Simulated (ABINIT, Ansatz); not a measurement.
## SnSe2 (P-3m1): zone-centre phonons

Which modes does SnSe2 (P-3m1) have at the zone centre?

Calculated with ABINIT 10.8.3; DFT LDA, scalar-relativistic, plane waves, HGH norm-conserving pseudopotentials.

## (1) The structure

The structure is trigonal, space group P-3m1 (No. 164). The conventional cell has a = 3.807 Å, b = 3.807 Å, c = 5.866 Å, α = 90.00°, β = 90.00°, γ = 120.00°. Nearest to Sn lie 6 Se at 2.70 Å. Nearest to Se lie 3 Sn at 2.70 Å. Farther neighbours and most contacts between anions are not listed.

## (2) Relaxation

The harmonic expansion needs vanishing forces, and a free crystal bears no stress, so cell and atoms are brought to rest. Stress is more sensitive to the basis than forces are: the last 3 Ha under the cutoff are smoothed with ecutsm.

The starting cell comes from a relaxation made beforehand in Ansatz (LDA, PseudoDojo NC).

Contents of relax.abi:

```
# relaxation
ionmov 2
optcell 2
dilatmx 1.08
ntime 40
tolmxf 1.0d-05
tolvrs 1.0d-14
prtwf 0
prtden 0
chksymtnons 0

# basis, mesh and filling
ecut 26.0
ecutsm 3.0
ixc 7
ngkpt 9 9 6
nshiftk 1
shiftk 0.0 0.0 0.0
istwfk *1
occopt 7
tsmear 0.001
nband 14
nstep 100
diemac 9.0
prtebands 0
prtgsr 0
useylm 1

# cell and atoms
acell 3*1.0 Angstrom
rprim 
    3.806619913 0.0 0.0
    -1.903309956 3.296629547 0.0
    0.0 0.0 5.866359407
ntypat 2
znucl 50 34
natom 3
typat 1 2 2
xred 
    0.0 0.0 0.0
    1/3 2/3 0.2686979633
    2/3 1/3 0.7313020367
pp_dirpath "./pseudo"
pseudos "Sn.hgh, Se.hgh"
```

Run with:

```bash
$ OMP_NUM_THREADS=1 mpirun -n 4 abinit relax.abi > relax.log
```

Numbers of over 12 decimals in the logs are rounded to 6 here.

relax.abo, the main output file:

```text
[banners, grids, parts of the stress and lines that vanish by symmetry left out]
- input  file    -> relax.abi
- output file    -> relax.abo
- root for input  files -> relaxi
[...]
Symmetries : space group P-3 m 1 (#164); Bravais hP (primitive hexag.)
[...]
mpw =        3988          nfft =       77760          nkpt =          62
[...]
== DATASET  1 ==================================================================
[...]
cutoff_energies: {ecut:  26.0, pawecutdg:  -1.0, }
[...]
Exchange-correlation functional for the present dataset will be:
  LDA: Perdew-Wang 92 LSD fit to Ceperley-Alder data - ixc=7
[...]
ETOT  1  -22.574002226837    -2.257E+01 3.206E-02 1.010E+02
 ETOT  2  -22.599408647359    -2.541E-02 6.341E-03 2.527E+01
 ETOT  3  -22.601587964809    -2.179E-03 4.658E-03 4.885E-01
 ETOT  4  -22.601648664853    -6.070E-05 4.615E-04 7.354E-02
 ETOT  5  -22.601652883887    -4.219E-06 1.792E-04 9.528E-04
[...]
At SCF step   11       vres2   =  4.09E-16 < tolvrs=  1.00E-14 =>converged.
[...]
sigma(1 1)=  2.33145132E-05  sigma(3 2)=  0.00000000E+00
  sigma(2 2)=  2.33145136E-05  sigma(3 1)=  0.00000000E+00
  sigma(3 3)=  2.43304510E-05  sigma(2 1)= -4.44939592E-13
[...]
convergence: {deltae:  3.588E-13, res2:  4.094E-16, residm:  3.890E-05, diffor: null, }
etotal    :  -2.26016530E+01
[...]
ETOT  1  -22.601672584120    -2.260E+01 1.033E-01 1.417E-01
[...]
At SCF step    9       vres2   =  9.63E-16 < tolvrs=  1.00E-14 =>converged.
[...]
sigma(1 1)=  1.75509450E-05  sigma(3 2)=  0.00000000E+00
  sigma(2 2)=  1.75509454E-05  sigma(3 1)=  0.00000000E+00
  sigma(3 3)=  1.68919922E-05  sigma(2 1)= -4.45949171E-13
[...]
convergence: {deltae:  2.842E-13, res2:  9.631E-16, residm:  1.426E-05, diffor: null, }
etotal    :  -2.26016826E+01
[...]
ETOT  1  -22.601632554439    -2.260E+01 3.221E+00 1.233E+00
[...]
At SCF step    9       vres2   =  6.21E-15 < tolvrs=  1.00E-14 =>converged.
[...]
sigma(1 1)=  7.70267428E-07  sigma(3 2)=  0.00000000E+00
  sigma(2 2)=  7.70267804E-07  sigma(3 1)=  0.00000000E+00
  sigma(3 3)= -4.36921134E-06  sigma(2 1)= -4.48737088E-13
[...]
convergence: {deltae:  3.517E-13, res2:  6.210E-15, residm:  1.049E-01, diffor: null, }
etotal    :  -2.26017179E+01
[...]
ETOT  1  -22.601718220217    -2.260E+01 3.589E-02 5.516E-04
[...]
At SCF step    7       vres2   =  6.98E-15 < tolvrs=  1.00E-14 =>converged.
[...]
sigma(1 1)=  8.71671899E-07  sigma(3 2)=  0.00000000E+00
  sigma(2 2)=  8.71672275E-07  sigma(3 1)=  0.00000000E+00
  sigma(3 3)= -4.02452446E-06  sigma(2 1)= -4.48661738E-13
[...]
convergence: {deltae:  2.096E-13, res2:  6.981E-15, residm:  1.957E-03, diffor: null, }
etotal    :  -2.26017183E+01
[...]
ETOT  1  -22.601655790562    -2.260E+01 3.696E-02 8.997E-01
[...]
sigma(1 1)=  2.90687864E-07  sigma(3 2)=  0.00000000E+00
  sigma(2 2)=  2.90688239E-07  sigma(3 1)=  0.00000000E+00
[...]
convergence: {deltae: -2.522E-13, res2:  8.533E-15, residm:  2.417E-08, diffor: null, }
etotal    :  -2.26017243E+01
[...]
ETOT  1  -22.601713273449    -2.260E+01 8.185E-04 1.718E-01
[...]
convergence: {deltae:  0.000E+00, res2:  7.397E-16, residm:  1.161E-11, diffor: null, }
etotal    :  -2.26017253E+01
[...]
ETOT  1  -22.601718854684    -2.260E+01 6.791E-07 1.026E-01
[...]
convergence: {deltae:  8.527E-14, res2:  2.837E-16, residm:  5.351E-10, diffor: null, }
etotal    :  -2.26017260E+01
[...]
ETOT  1  -22.601721647294    -2.260E+01 1.653E-07 6.890E-02
[...]
convergence: {deltae:  1.066E-14, res2:  2.394E-16, residm:  2.024E-09, diffor: null, }
etotal    :  -2.26017266E+01
[...]
ETOT  1  -22.601719148510    -2.260E+01 8.502E-07 1.072E-01
[...]
convergence: {deltae:  3.197E-13, res2:  8.984E-16, residm:  1.210E-08, diffor: null, }
etotal    :  -2.26017276E+01
[...]
ETOT  1  -22.601726574796    -2.260E+01 7.563E-07 1.367E-02
[...]
convergence: {deltae:  3.553E-15, res2:  3.037E-16, residm:  3.227E-07, diffor: null, }
etotal    :  -2.26017280E+01
[...]
ETOT  1  -22.601727930119    -2.260E+01 2.861E-07 3.324E-03
[...]
At SCF step    9       vres2   =  4.19E-17 < tolvrs=  1.00E-14 =>converged.
[...]
sigma(2 2)= -1.75462220E-07  sigma(3 1)=  0.00000000E+00
  sigma(3 3)= -2.12944106E-07  sigma(2 1)= -4.44538296E-13
[...]
convergence: {deltae:  7.105E-15, res2:  4.190E-17, residm:  4.192E-09, diffor: null, }
etotal    :  -2.26017282E+01
[...]
ETOT  1  -22.601728039247    -2.260E+01 4.446E-08 1.735E-03
[...]
ETOT  7  -22.601728160889    -9.948E-14 1.610E-11 1.298E-13
 ETOT  8  -22.601728160889     1.599E-13 1.500E-11 9.372E-16
 At SCF step    8       vres2   =  9.37E-16 < tolvrs=  1.00E-14 =>converged.
[...]
sigma(1 1)=  2.40072782E-10  sigma(3 2)=  0.00000000E+00
  sigma(2 2)=  2.40445695E-10  sigma(3 1)=  0.00000000E+00
  sigma(3 3)= -1.93754965E-08  sigma(2 1)= -4.44558304E-13
[...]
convergence: {deltae:  1.599E-13, res2:  9.372E-16, residm:  1.500E-11, diffor: null, }
etotal    :  -2.26017282E+01
[...]
At Broyd/MD step  12, gradients are converged :
[...]
sigma(1 1)=  2.40072782E-10  sigma(3 2)=  0.00000000E+00
  sigma(2 2)=  2.40445695E-10  sigma(3 1)=  0.00000000E+00
  sigma(3 3)= -1.93754965E-08  sigma(2 1)= -4.44558304E-13
[...]
- sigma(1 1)=  7.06318510E-06  sigma(3 2)=  0.00000000E+00
- sigma(2 2)=  7.07415657E-06  sigma(3 1)=  0.00000000E+00
- sigma(3 3)= -5.70046788E-04  sigma(2 1)= -1.30793569E-08
[...]
fcart     -3.2564449492E-28 -2.4586045579E-28  1.4117215788E-22
           strten      2.4007278197E-10  2.4044569460E-10 -1.9375496521E-08
================================================================================

[key lines of the parts left out:]
pressure_GPa:   1.8530E-04
Total energy (etotal) [Ha]= -2.26017281608892E+01
```

It took 5.5 min on 4 MPI ranks of Intel Xeon Platinum 8375C at 2.90GHz (Ice Lake), shared host; 22 min of CPU time.

The steps of the relaxation:

| step | energy less that of the first step (eV) | largest force (eV/Å) | volume (Å³) |
| --- | --- | --- | --- |
| 1 | 0.0000 | 0.1091 | 73.62 |
| 2 | -0.0008 | 0.0829 | 73.46 |
| 3 | -0.0018 | 0.0079 | 73.02 |
| 4 | -0.0018 | 0.0089 | 73.03 |
| 5 | -0.0019 | 0.0224 | 73.17 |
| 6 | -0.0020 | 0.0195 | 73.19 |
| 7 | -0.0020 | 0.0136 | 73.19 |
| 8 | -0.0020 | 0.0075 | 73.21 |
| 9 | -0.0020 | 0.0003 | 73.27 |
| 10 | -0.0020 | 0.0027 | 73.33 |
| 11 | -0.0020 | 0.0011 | 73.35 |
| 12 | -0.0020 | 0.0002 | 73.36 |

| conventional cell, symmetrised | before | after | change |
| --- | --- | --- | --- |
| a (Å) | 3.807 | 3.792 | -0.4 % |
| b (Å) | 3.807 | 3.792 | -0.4 % |
| c (Å) | 5.866 | 5.890 | +0.4 % |
| volume (Å³/atom) | 24.54 | 24.45 | -0.4 % |

The atoms that moved most (Å, as changes of fractional coordinates times the final cell):

| atom | dx | dy | dz | length |
| --- | --- | --- | --- | --- |
| Se3 | 0.000 | 0.000 | 0.014 | 0.014 |
| Se2 | 0.000 | 0.000 | -0.014 | 0.014 |

The relaxed structure:

```cif
data_structure
_symmetry_space_group_name_H-M 'P 1'
_symmetry_Int_Tables_number 1
_cell_length_a 3.7922
_cell_length_b 3.7922
_cell_length_c 5.8901
_cell_angle_alpha 90.000
_cell_angle_beta 90.000
_cell_angle_gamma 120.000
_cell_volume 73.36
loop_
_atom_site_label
_atom_site_type_symbol
_atom_site_fract_x
_atom_site_fract_y
_atom_site_fract_z
_atom_site_occupancy
Sn1 Sn 0.00000 0.00000 0.00000 1
Se2 Se 0.33333 0.66667 0.26637 1
Se3 Se 0.66667 0.33333 0.73363 1
```

This step gave:

| Quantity | Value |
| --- | --- |
| volume per atom | 24.45 Å³ |
| pressure | 1.85e-4 GPa |
| gap on the k-mesh | 0.2114 eV |

The volume changes by -0.4 % from the cell with which this run began.

## (3) Ground state

The response is built on these wavefunctions, so the potential is converged far more tightly than an energy would need. ecutsm is kept as in the relaxation, so that the cell stays at rest. Occupations are smeared.

Contents of gs.abi:

```
# ground state
tolvrs 1.0d-16
prtden 1
prtwf 1

# basis, mesh and filling
ecut 26.0
ecutsm 3.0
ixc 7
ngkpt 9 9 6
nshiftk 1
shiftk 0.0 0.0 0.0
istwfk *1
occopt 7
tsmear 0.001
nband 14
nstep 100
diemac 9.0
prtebands 0
prtgsr 0
useylm 1

# cell and atoms
acell 3*1.0 Angstrom
rprim 
    3.792177184 0.0 0.0
    -1.896088592 3.284121777 0.0
    0.0 0.0 5.89011645
ntypat 2
znucl 50 34
natom 3
typat 1 2 2
xred 
    0.0 0.0 0.0
    1/3 2/3 0.2663685902
    2/3 1/3 0.7336314098
pp_dirpath "./pseudo"
pseudos "Sn.hgh, Se.hgh"
```

Run with:

```bash
$ OMP_NUM_THREADS=1 mpirun -n 4 abinit gs.abi > gs.log
```

gs.abo, the main output file:

```text
[banners, grids, parts of the stress and lines that vanish by symmetry left out]
- input  file    -> gs.abi
- output file    -> gs.abo
- root for input  files -> gsi
[...]
Symmetries : space group P-3 m 1 (#164); Bravais hP (primitive hexag.)
[...]
mpw =        3158          nfft =       69984          nkpt =          62
[...]
== DATASET  1 ==================================================================
[...]
cutoff_energies: {ecut:  26.0, pawecutdg:  -1.0, }
[...]
Exchange-correlation functional for the present dataset will be:
  LDA: Perdew-Wang 92 LSD fit to Ceperley-Alder data - ixc=7
[...]
ETOT  1  -22.573357235601    -2.257E+01 2.585E-02 9.038E+01
 ETOT  2  -22.599450159413    -2.609E-02 6.719E-03 2.416E+01
 ETOT  3  -22.601666657665    -2.216E-03 8.314E-04 4.060E-01
 ETOT  4  -22.601723880956    -5.722E-05 1.392E-04 6.644E-02
 ETOT  5  -22.601728034029    -4.153E-06 9.370E-05 6.647E-04
[...]
ETOT 11  -22.601728108278     6.395E-14 7.207E-06 5.012E-16
 ETOT 12  -22.601728108279    -8.171E-14 2.481E-06 7.499E-18
 At SCF step   12       vres2   =  7.50E-18 < tolvrs=  1.00E-16 =>converged.
[...]
sigma(1 1)=  3.80943355E-10  sigma(3 2)=  0.00000000E+00
  sigma(2 2)=  3.80935743E-10  sigma(3 1)=  0.00000000E+00
  sigma(3 3)= -1.89405490E-08  sigma(2 1)=  0.00000000E+00
[...]
convergence: {deltae: -8.171E-14, res2:  7.499E-18, residm:  2.481E-06, diffor: null, }
etotal    :  -2.26017281E+01
[...]
sigma(1 1)=  3.80943355E-10  sigma(3 2)=  0.00000000E+00
  sigma(2 2)=  3.80935743E-10  sigma(3 1)=  0.00000000E+00
  sigma(3 3)= -1.89405490E-08  sigma(2 1)=  0.00000000E+00
[...]
- sigma(1 1)=  1.12077405E-05  sigma(3 2)=  0.00000000E+00
- sigma(2 2)=  1.12075165E-05  sigma(3 1)=  0.00000000E+00
- sigma(3 3)= -5.57250189E-04  sigma(2 1)=  0.00000000E+00
[...]
fcart     -1.5655985324E-30  2.7116962025E-30 -0.0000000000E+00
           strten      3.8094335542E-10  3.8093574259E-10 -1.8940548952E-08
================================================================================

[key lines of the parts left out:]
pressure_GPa:   1.7828E-04
```

Elapsed: 35 s, on 4 MPI ranks; 2.3 min of CPU time.

Numbers from this step:

| Property | Result |
| --- | --- |
| pressure | 1.78e-4 GPa |

The cell stands at 1.8e-4 GPa, close enough for phonons.

[end of part 1 of 3]

[Host names and launcher messages were left out of these logs when they were recorded.]

[Logs are printed without paths, hosts, clocks, repeated set-up lines and the standing remarks that a program may print on its own settings, such as how far it seeks lower states.]

[Hosts, paths, dates, database ids (printed as entryN), source tags and the programs' standing remarks are cut or masked in the printed files.]
